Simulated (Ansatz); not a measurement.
**How Ir(100) screens a field**

Wanted: the response of a Ir(100) slab to a perpendicular field.

Method: plane-wave DFT, PBE, Ansatz PAW, in Ansatz 0.2.0.

### 1. The structure

The cell holds 6 atoms: 6 Ir. Cell: a = 2.715 Å, b = 2.715 Å, c = 27.600 Å, α = 90.0°, β = 90.0°, γ = 90.0°. Vacuum lies along c.

### 2. Single point, field 0

A sawtooth potential applies the field, turning back in the middle of the vacuum. With the dipole correction the typed value is the field outside the slab. The induced dipole is small, so the SCF threshold is tight.

input.yaml reads:

```yaml
crystal:
  lattice:
    - [2.7152900398, 0.0, 0.0]
    - [0.0, 2.7152900398, 0.0]
    - [0.0, 0.0, 27.6]
  atoms:
    - { symbol: Ir, position: [0.5, 0.5, 0.3260869565] }
    - { symbol: Ir, position: [0.0, 0.0, 0.3956521739] }
    - { symbol: Ir, position: [0.5, 0.5, 0.4652173913] }
    - { symbol: Ir, position: [0.0, 0.0, 0.5347826087] }
    - { symbol: Ir, position: [0.5, 0.5, 0.6043478261] }
    - { symbol: Ir, position: [0.0, 0.0, 0.6739130435] }
kpoints:
  mp_grid: { grid: [18, 18, 1] }
hamiltonian:
  xc: pbe
scf:
  occupations: { method: fermi_dirac, width: 0.1 }
  convergence: { dr2_threshold: 1.0e-10 }
efield:
  axis: 3
  dipole_correction: true
  ramp_position: 0.97
  ramp_width: 0.06
  amplitude: 0
output:
  forces: true
  write_potential: true
  write_density: true
  volumetric_format: npy
```

Launch:

```console
ansatz run input.yaml --threads 2 --pin off --max-ram 3072MiB --backend cpu --events-out ev --progress --plain --runs-dir out
```

Numbers of over 12 decimals in the logs are rounded to 6 here.

Output:

```text
Engine: ansatz 0.2.0, aarch64-unknown-linux-gnu
Pseudopotentials: kind: paw
Pseudopotential: Ir, paw, valence charge 17, recommended cutoff 420 eV (normal), Ir.paw.azcp
Functional definition: PBE
  parameter kappa = 0.804
  parameter beta = 0.066725
  exchange = pbe_x(kappa = kappa, mu = beta*pi^2/3)
  correlation = pbe_c(beta = beta)
Crystal: 6 atoms, lattice volume = 203.489 Å³
Basis set: ecut = 420 eV, 4057 PW (Γ), exchange–correlation on 40×40×384 points (8 copies of the dense FFT grid, shifted against one another)
Bands: 62, of which v1, the nominal top of the filled ones, is band 51 counted from 1 (50 counted from 0)
Symmetry: 8 space group operations
k-points: 55 of 324
Non-local potential: Ir, projectors of the file, l = 0: 3, l = 1: 2, l = 2: 2, l = 3: 1
PAW form: soft (Blöchl's): semilocal exchange-correlation on the pseudo side does not see the compensation charge
PAW one-centre angular grid: Ir, 590 points (default); XC on 64 Gauss nodes
Initial density: superposition of atomic densities (neutral atoms: chi_scale 0, normalization atom), corrected by the library's trained network
Initial wavefunctions: pseudopotential atomic-orbital guess
Functional: x = pbe(κ = 0.804, μ = 0.219515), c = pbe(β = 0.066725)
SCF iter   1: F=—  HF=-71609.334607 eV  |F-HF|=—  |Δ(HF+E_count)|=         —  Δρ=1.21e-2  dr2=4.80e0  ethr=1.77e-3  p=-0.000 e·Å  D=-1.51e-14 V/Å  ΔV_dip=0.00 eV  dr2_dipole=5.48e-7  V_vac-E_F(+/−)=5.06/5.06 eV  ⟨swp⟩=7.6  Hψ=14676  notcnv=0  defer=21
efield: sawtooth ramp at fractional position 0.9700 (set: `efield.ramp_position`, or a place that a band, a saddle search or an elastic batch's reference lends), width 0.0600; the density the first Hamiltonian is built on has a dipole p = -0.000 e·Å; the dipole correction subtracts the counter field D = -1.51e-14 V/Å, which shifts the + side's vacuum level by +0.00 eV against the − side's; the planar-averaged density in the ramp window peaks in size at 4.0e-6 e/Å³
preconditioner: auto → LDOS  [metal: Δε(μ)=0.019 eV  Ē_g=6.478 eV  σ=0.100 eV  W_gap=0.05  n_scr=48 (ndim 8)  ℏωp=19.1 eV  f_vac=0.526  D(μ)=5.73/eV (n_scr^D=18)  β→1.0]
SCF iter   2: F=—  HF=-71609.256239 eV  |F-HF|=—  |Δ(HF+E_count)|=   7.84e-2  Δρ=4.01e-3  dr2=2.52e-1  ethr=1.77e-3  p=0.000 e·Å  D=4.11e-5 V/Å  ΔV_dip=-0.00 eV  dr2_dipole=2.74e-6  V_vac-E_F(+/−)=5.53/5.54 eV  ⟨swp⟩=2.4  Hψ=4172  notcnv=0  defer=43
SCF iter   3: F=—  HF=-71609.251098 eV  |F-HF|=—  |Δ(HF+E_count)|=   5.14e-3  Δρ=1.51e-3  dr2=1.35e-2  ethr=2.47e-4  p=0.000 e·Å  D=5.18e-6 V/Å  ΔV_dip=-0.00 eV  dr2_dipole=9.29e-8  V_vac-E_F(+/−)=5.46/5.46 eV  ⟨swp⟩=2.0  Hψ=4679  notcnv=0  defer=45
SCF iter   4: F=—  HF=-71609.248124 eV  |F-HF|=—  |Δ(HF+E_count)|=   2.97e-3  Δρ=3.59e-4  dr2=5.06e-4  ethr=1.32e-5  p=0.000 e·Å  D=8.38e-6 V/Å  ΔV_dip=-0.00 eV  dr2_dipole=1.62e-8  V_vac-E_F(+/−)=5.51/5.51 eV  ⟨swp⟩=2.5  Hψ=5135  notcnv=0  defer=45
SCF iter   5: F=—  HF=-71609.248195 eV  |F-HF|=—  |Δ(HF+E_count)|=   7.13e-5  Δρ=9.97e-5  dr2=6.14e-5  ethr=4.97e-7  p=0.000 e·Å  D=1.56e-6 V/Å  ΔV_dip=-0.00 eV  dr2_dipole=3.34e-10  V_vac-E_F(+/−)=5.54/5.54 eV  ⟨swp⟩=2.8  Hψ=5665  notcnv=0  defer=45
SCF iter   6: F=—  HF=-71609.248212 eV  |F-HF|=—  |Δ(HF+E_count)|=   1.67e-5  Δρ=4.23e-5  dr2=6.92e-6  ethr=6.02e-8  p=0.000 e·Å  D=6.40e-7 V/Å  ΔV_dip=-0.00 eV  dr2_dipole=1.02e-10  V_vac-E_F(+/−)=5.55/5.55 eV  ⟨swp⟩=2.2  Hψ=5112  notcnv=0  defer=45
SCF iter   7: F=—  HF=-71609.248211 eV  |F-HF|=—  |Δ(HF+E_count)|=   1.31e-6  Δρ=1.22e-5  dr2=4.52e-7  ethr=6.78e-9  p=0.000 e·Å  D=7.45e-8 V/Å  ΔV_dip=-0.00 eV  dr2_dipole=3.86e-14  V_vac-E_F(+/−)=5.55/5.55 eV  ⟨swp⟩=2.7  Hψ=5850  notcnv=0  defer=45
SCF iter   8: F=—  HF=-71609.248212 eV  |F-HF|=—  |Δ(HF+E_count)|=   6.87e-7  Δρ=4.62e-6  dr2=8.00e-8  ethr=4.43e-10  p=0.000 e·Å  D=6.78e-8 V/Å  ΔV_dip=-0.00 eV  dr2_dipole=2.42e-13  V_vac-E_F(+/−)=5.55/5.55 eV  ⟨swp⟩=2.7  Hψ=6243  notcnv=0  defer=45
SCF iter   9: F=—  HF=-71609.248212 eV  |F-HF|=—  |Δ(HF+E_count)|=   9.34e-8  Δρ=1.37e-6  dr2=4.64e-9  ethr=7.85e-11  p=0.000 e·Å  D=2.06e-8 V/Å  ΔV_dip=-0.00 eV  dr2_dipole=6.31e-15  V_vac-E_F(+/−)=5.55/5.55 eV  ⟨swp⟩=2.5  Hψ=5616  notcnv=0  defer=45
SCF iter  10: F=—  HF=-71609.248212 eV  |F-HF|=—  |Δ(HF+E_count)|=   2.83e-8  Δρ=5.29e-7  dr2=6.00e-10  ethr=4.55e-12  p=0.000 e·Å  D=4.98e-9 V/Å  ΔV_dip=-0.00 eV  dr2_dipole=1.73e-14  V_vac-E_F(+/−)=5.55/5.55 eV  ⟨swp⟩=3.1  Hψ=6653  notcnv=0  defer=45
SCF iter  11: F=—  HF=-71609.248212 eV  |F-HF|=—  |Δ(HF+E_count)|=   4.79e-9  Δρ=2.17e-7  dr2=1.13e-10  ethr=1.00e-12  p=0.000 e·Å  D=3.43e-9 V/Å  ΔV_dip=-0.00 eV  dr2_dipole=8.42e-15  V_vac-E_F(+/−)=5.55/5.55 eV  ⟨swp⟩=15.4  Hψ=22033  notcnv=0
SCF iter  12: F=-71609.248212 eV  HF=-71609.248212 eV  |F-HF|=1.89e-10  |Δ(HF+E_count)|=   1.73e-9  Δρ=4.48e-8  dr2=3.47e-12  ethr=1.00e-12  p=0.000 e·Å  D=6.17e-10 V/Å  ΔV_dip=-0.00 eV  dr2_dipole=3.41e-17  V_vac-E_F(+/−)=5.55/5.55 eV  ⟨swp⟩=8.8  Hψ=18209  notcnv=0
SCF 1 converged in 12 iterations: F = -71609.248212 eV  dr2 = 3.47e-12
  greatest PAW one-centre occupation: 1.000 electrons in one spin orbital (limit 2), on the Ir atom at site 3 (counted from 0), in its partial waves of l = 0
WARN: The output density's exchange-correlation potential varies sharply where the density is thin. Do not read a vacuum level from v_tot or v_xc, or from such a field of the output density. On a cell that repeats whose density bears no net charge and no dipole along the vacuum's axis use v_es (v_loc + v_h of the components); under efield.dipole_correction with no amplitude use v_es + v_field, which holds any externa [...]
SCF converged after 12 iterations
Free energy (F): -71609.248212 eV
Harris-Foulkes:  -71609.248212 eV  (|F-HF|=1.89e-10)
Internal energy: -71609.041632 eV  (E = F + TS)
E sigma→0 (E₀):  -71609.144922 eV
Entropy (-TS):   -0.206579 eV (-34.430 meV/atom)
Fermi energy:    7.493263 eV
Dipole field:    D = -0.000000 V/Å  (p = -0.000000 e·Å, saw-weighted, corrected)
Work function:   Φ+ = 5.5507 eV   Φ− = 5.5507 eV
Levels:          The Fermi level and band energies are counted from a zero that moves with the ramp; work functions are not
--- Per-component energies (eV) ---
  E_band       = -2327.044329
  E_kinetic    = 3732.247508
  E_local      = -207985.668636  (includes V_loc(G=0)·N_el)
  E_nonlocal   = 437.736947
  E_hartree    = 102337.588347
  E_xc         = -1603.696204
  E_vxc        = -1794.886953  (∫ρ·V_xc dr)
  E_paw        = -55340.662134  (= ΣΔE_a)
  E_vpaw       = -1391.650300  (= ΣTr[D̂ρ^β])
  E_aug_tail   = 0.000329  (compensation charges beyond the density's cutoff)
  E_efield     = 0.000000  (sawtooth field / dipole correction)
  E_vefield    = 0.000000  (∫n·V_field dr)
  E_ewald      = 86813.412211
  E_smearing   = -0.206579  (= −TS)
  E_closure    = -0.000000  (closes the sum)
  Σ components = -71609.248212   (vs F -71609.248212, Δ=0.00e0)
--- Forces (eV/Å), atoms counted from 1 ---
  atom   1  Ir     0.00000000     0.00000000     0.65459982
  atom   2  Ir     0.00000000     0.00000000    -0.99001889
  atom   3  Ir    -0.00000000     0.00000000    -0.25674154
  atom   4  Ir     0.00000000     0.00000000     0.25674152
  atom   5  Ir    -0.00000000     0.00000000     0.99001892
  atom   6  Ir     0.00000000     0.00000000    -0.65459984
  max |Σ_I F_I| component: 1.15e-8 eV/Å
--- Band table (eV; the first three rows and the last of 55) ---
  k-point 0: bands = [... 47 lower, 6.4555, 6.8458, 6.8755, 6.8755, 7.3805, 7.9413, 8.0570, 8.0570, ... 7 higher]
  k-point 1: bands = [... 47 lower, 6.4088, 6.6885, 6.8579, 7.2646, 7.3976, 7.5123, 7.6400, 8.0630, ... 7 higher]
  k-point 2: bands = [... 47 lower, 6.2293, 6.4304, 6.8277, 6.9435, 7.0260, 7.3015, 7.6334, 8.1307, ... 7 higher]
  k-point 54: bands = [... 47 lower, 8.1656, 8.9970, 8.9970, 9.0273, 9.0273, 9.7801, 9.7801, 10.4310, ... 7 higher]
```

Wall time 59 s (2 threads of Arm Neoverse V1, shared host); peak memory 0.73 GiB; 2 min of CPU time.

Numbers from this step:

| Property | Result |
| --- | --- |
| energy at zero smearing | -71609.1449 eV |
| work function, upper face | 5.551 eV |
| dipole along the normal | -8.07e-9 e·Å |

Running mean over 1.92 Å of the planar mean; the ramp of the sawtooth is left out. Electron's electrostatic potential energy less the Fermi level against z:

z (Å), electron's electrostatic potential energy less the Fermi level (eV) and a bar from the least value:
```
        4        5.6 ##############################
        5        5.5 ##############################
        6        5.5 ##############################
        7        4.7 #############################
        8       -3.5 ################
        9      -12.3 ##
       10      -13.2 #
       11      -13.5 
       12      -13.5 
       13      -13.6 
       14      -13.6 
       15      -13.6 
       16      -13.5 
       17      -13.4 
       18      -13.0 #
       19      -10.4 #####
       20        1.3 #######################
       21        5.3 ##############################
       22        5.5 ##############################
       23        5.5 ##############################
       24        5.6 ##############################
```

Force by atom:

```
atom  x (eV/Å)  y (eV/Å)  z (eV/Å)   size
 Ir1     0.000     0.000     0.655  0.655
 Ir2     0.000     0.000    -0.990  0.990
 Ir3     0.000     0.000    -0.257  0.257
 Ir4     0.000     0.000     0.257  0.257
 Ir5     0.000     0.000     0.990  0.990
 Ir6     0.000     0.000    -0.655  0.655
```

The work function of the upper face is 5.55 eV.

### 3. Single point, field 0.05 V/Å

input.yaml, as its differences from that of step 2:

```diff
@@ -24,3 +24,3 @@
   ramp_width: 0.06
-  amplitude: 0
+  amplitude: 0.05
 output:
```

Output:

```text
[...]
Crystal: 6 atoms, lattice volume = 203.489 Å³
Basis set: ecut = 420 eV, 4057 PW (Γ), exchange–correlation on 40×40×384 points (8 copies of the dense FFT grid, shifted against one another)
Bands: 62, of which v1, the nominal top of the filled ones, is band 51 counted from 1 (50 counted from 0)
Symmetry: 8 space group operations
k-points: 55 of 324
[...]
k-point 0: bands = [... 47 lower, 6.4554, 6.8457, 6.8754, 6.8754, 7.3804, 7.9412, 8.0569, 8.0569, ... 7 higher]
  k-point 1: bands = [... 47 lower, 6.4086, 6.6884, 6.8578, 7.2644, 7.3975, 7.5122, 7.6399, 8.0629, ... 7 higher]
  k-point 2: bands = [... 47 lower, 6.2292, 6.4303, 6.8276, 6.9432, 7.0260, 7.3014, 7.6333, 8.1306, ... 7 higher]
  k-point 54: bands = [... 47 lower, 8.1657, 8.9967, 8.9971, 9.0269, 9.0275, 9.7799, 9.7800, 10.4309, ... 7 higher]
[key lines of the parts left out:]
SCF converged after 12 iterations
Free energy (F): -71609.248869 eV
Fermi energy:    7.493155 eV
Dipole field:    D = 0.023377 V/Å  (p = 0.026288 e·Å, saw-weighted, corrected)
```

Elapsed: 61 s, on 2 threads; peak memory 0.71 GiB; 2 min of CPU time.

The dipole is 0.0263 e·Å.

### 4. Atoms held, field -0.05 V/Å

input.yaml, as its differences from that of step 3:

```diff
@@ -24,3 +24,3 @@
   ramp_width: 0.06
-  amplitude: 0.05
+  amplitude: -0.05
 output:
```

Output:

```text
[...]
Crystal: 6 atoms, lattice volume = 203.489 Å³
Basis set: ecut = 420 eV, 4057 PW (Γ), exchange–correlation on 40×40×384 points (8 copies of the dense FFT grid, shifted against one another)
Bands: 62, of which v1, the nominal top of the filled ones, is band 51 counted from 1 (50 counted from 0)
Symmetry: 8 space group operations
k-points: 55 of 324
[...]
k-point 0: bands = [... 47 lower, 6.4554, 6.8457, 6.8754, 6.8754, 7.3804, 7.9412, 8.0569, 8.0569, ... 7 higher]
  k-point 1: bands = [... 47 lower, 6.4086, 6.6884, 6.8578, 7.2644, 7.3975, 7.5122, 7.6399, 8.0629, ... 7 higher]
  k-point 2: bands = [... 47 lower, 6.2292, 6.4303, 6.8276, 6.9432, 7.0260, 7.3014, 7.6333, 8.1306, ... 7 higher]
  k-point 54: bands = [... 47 lower, 8.1657, 8.9967, 8.9971, 9.0269, 9.0275, 9.7799, 9.7800, 10.4309, ... 7 higher]
[key lines of the parts left out:]
SCF converged after 12 iterations
Free energy (F): -71609.248869 eV
Fermi energy:    7.493154 eV
Dipole field:    D = -0.023377 V/Å  (p = -0.026289 e·Å, saw-weighted, corrected)
```

The job ended after 59 s (2 threads; peak memory 0.71 GiB).

The dipole is -0.0263 e·Å.

### 5. Single point, field 0.1 V/Å

input.yaml, as its differences from that of step 4:

```diff
@@ -24,3 +24,3 @@
   ramp_width: 0.06
-  amplitude: -0.05
+  amplitude: 0.1
 output:
```

Output:

```text
[...]
Crystal: 6 atoms, lattice volume = 203.489 Å³
Basis set: ecut = 420 eV, 4057 PW (Γ), exchange–correlation on 40×40×384 points (8 copies of the dense FFT grid, shifted against one another)
Bands: 62, of which v1, the nominal top of the filled ones, is band 51 counted from 1 (50 counted from 0)
Symmetry: 8 space group operations
k-points: 55 of 324
[...]
k-point 0: bands = [... 47 lower, 6.4551, 6.8454, 6.8751, 6.8751, 7.3801, 7.9409, 8.0566, 8.0566, ... 7 higher]
  k-point 1: bands = [... 47 lower, 6.4083, 6.6881, 6.8575, 7.2641, 7.3972, 7.5118, 7.6396, 8.0626, ... 7 higher]
  k-point 2: bands = [... 47 lower, 6.2288, 6.4300, 6.8273, 6.9426, 7.0260, 7.3011, 7.6329, 8.1303, ... 7 higher]
  k-point 54: bands = [... 47 lower, 8.1656, 8.9962, 8.9970, 9.0263, 9.0274, 9.7796, 9.7797, 10.4306, ... 7 higher]
[key lines of the parts left out:]
SCF converged after 13 iterations
Free energy (F): -71609.250841 eV
Fermi energy:    7.492849 eV
Dipole field:    D = 0.046754 V/Å  (p = 0.052578 e·Å, saw-weighted, corrected)
```

Run time: 66 s. Hardware: 2 threads; peak memory 0.71 GiB; 2.2 min of CPU time.

The dipole is 0.0526 e·Å.

### 6. Atoms held, field -0.1 V/Å

input.yaml, as its differences from that of step 5:

```diff
@@ -24,3 +24,3 @@
   ramp_width: 0.06
-  amplitude: 0.1
+  amplitude: -0.1
 output:
```

Output:

```text
[...]
Crystal: 6 atoms, lattice volume = 203.489 Å³
Basis set: ecut = 420 eV, 4057 PW (Γ), exchange–correlation on 40×40×384 points (8 copies of the dense FFT grid, shifted against one another)
Bands: 62, of which v1, the nominal top of the filled ones, is band 51 counted from 1 (50 counted from 0)
Symmetry: 8 space group operations
k-points: 55 of 324
[...]
k-point 0: bands = [... 47 lower, 6.4551, 6.8454, 6.8751, 6.8751, 7.3801, 7.9409, 8.0566, 8.0566, ... 7 higher]
  k-point 1: bands = [... 47 lower, 6.4083, 6.6881, 6.8575, 7.2641, 7.3972, 7.5118, 7.6396, 8.0626, ... 7 higher]
  k-point 2: bands = [... 47 lower, 6.2288, 6.4300, 6.8273, 6.9426, 7.0260, 7.3011, 7.6329, 8.1303, ... 7 higher]
  k-point 54: bands = [... 47 lower, 8.1656, 8.9962, 8.9970, 9.0263, 9.0274, 9.7796, 9.7797, 10.4306, ... 7 higher]
[key lines of the parts left out:]
SCF converged after 13 iterations
Free energy (F): -71609.250841 eV
Fermi energy:    7.492848 eV
Dipole field:    D = -0.046755 V/Å  (p = -0.052578 e·Å, saw-weighted, corrected)
```

Run time: 62 s. Hardware: 2 threads; peak memory 0.71 GiB.

The dipole is -0.0526 e·Å.

### 7. Single point, field 0.2 V/Å

input.yaml, as its differences from that of step 6:

```diff
@@ -24,3 +24,3 @@
   ramp_width: 0.06
-  amplitude: -0.1
+  amplitude: 0.2
 output:
```

Output:

```text
[...]
Crystal: 6 atoms, lattice volume = 203.489 Å³
Basis set: ecut = 420 eV, 4057 PW (Γ), exchange–correlation on 40×40×384 points (8 copies of the dense FFT grid, shifted against one another)
Bands: 62, of which v1, the nominal top of the filled ones, is band 51 counted from 1 (50 counted from 0)
Symmetry: 8 space group operations
k-points: 55 of 324
[...]
k-point 0: bands = [... 47 lower, 6.4539, 6.8441, 6.8738, 6.8738, 7.3788, 7.9397, 8.0553, 8.0553, ... 7 higher]
  k-point 1: bands = [... 47 lower, 6.4071, 6.6869, 6.8563, 7.2626, 7.3958, 7.5106, 7.6384, 8.0612, ... 7 higher]
  k-point 2: bands = [... 47 lower, 6.2276, 6.4288, 6.8260, 6.9401, 7.0258, 7.2998, 7.6317, 8.1289, ... 7 higher]
  k-point 54: bands = [... 47 lower, 8.1648, 8.9945, 8.9962, 9.0245, 9.0267, 9.7782, 9.7785, 10.4294, ... 7 higher]
[key lines of the parts left out:]
SCF converged after 13 iterations
Free energy (F): -71609.258728 eV
Fermi energy:    7.491603 eV
Dipole field:    D = 0.093516 V/Å  (p = 0.105164 e·Å, saw-weighted, corrected)
```

Wall time 66 s (2 threads); peak memory 0.71 GiB.

The dipole is 0.105 e·Å.

### 8. Atoms held, field -0.2 V/Å

input.yaml, as its differences from that of step 7:

```diff
@@ -24,3 +24,3 @@
   ramp_width: 0.06
-  amplitude: 0.2
+  amplitude: -0.2
 output:
```

Output:

```text
[...]
Crystal: 6 atoms, lattice volume = 203.489 Å³
Basis set: ecut = 420 eV, 4057 PW (Γ), exchange–correlation on 40×40×384 points (8 copies of the dense FFT grid, shifted against one another)
Bands: 62, of which v1, the nominal top of the filled ones, is band 51 counted from 1 (50 counted from 0)
Symmetry: 8 space group operations
k-points: 55 of 324
[...]
k-point 0: bands = [... 47 lower, 6.4539, 6.8441, 6.8738, 6.8738, 7.3788, 7.9397, 8.0553, 8.0553, ... 7 higher]
  k-point 1: bands = [... 47 lower, 6.4071, 6.6869, 6.8563, 7.2626, 7.3958, 7.5106, 7.6384, 8.0612, ... 7 higher]
  k-point 2: bands = [... 47 lower, 6.2276, 6.4288, 6.8260, 6.9401, 7.0258, 7.2998, 7.6317, 8.1289, ... 7 higher]
  k-point 54: bands = [... 47 lower, 8.1648, 8.9945, 8.9962, 9.0245, 9.0267, 9.7782, 9.7785, 10.4294, ... 7 higher]
[key lines of the parts left out:]
SCF converged after 13 iterations
Free energy (F): -71609.258728 eV
Fermi energy:    7.491603 eV
Dipole field:    D = -0.093516 V/Å  (p = -0.105164 e·Å, saw-weighted, corrected)
```

The job ended after 62 s (2 threads; peak memory 0.71 GiB; 2.1 min of CPU time).

The dipole is -0.105 e·Å.

[end of part 1 of 2]

[Logs are printed without paths, hosts, clocks, repeated set-up lines and the standing remarks that a program may print on its own settings, such as how far it seeks lower states.]

[Hosts, paths, dates, database ids (printed as entryN), source tags and the programs' standing remarks are cut or masked in the printed files.]

[Maps of the electrostatic potential energy from Ansatz leave out the sawtooth potential of an applied field or a dipole correction, so their vacuum need not be flat; planar profiles and work functions include it.]
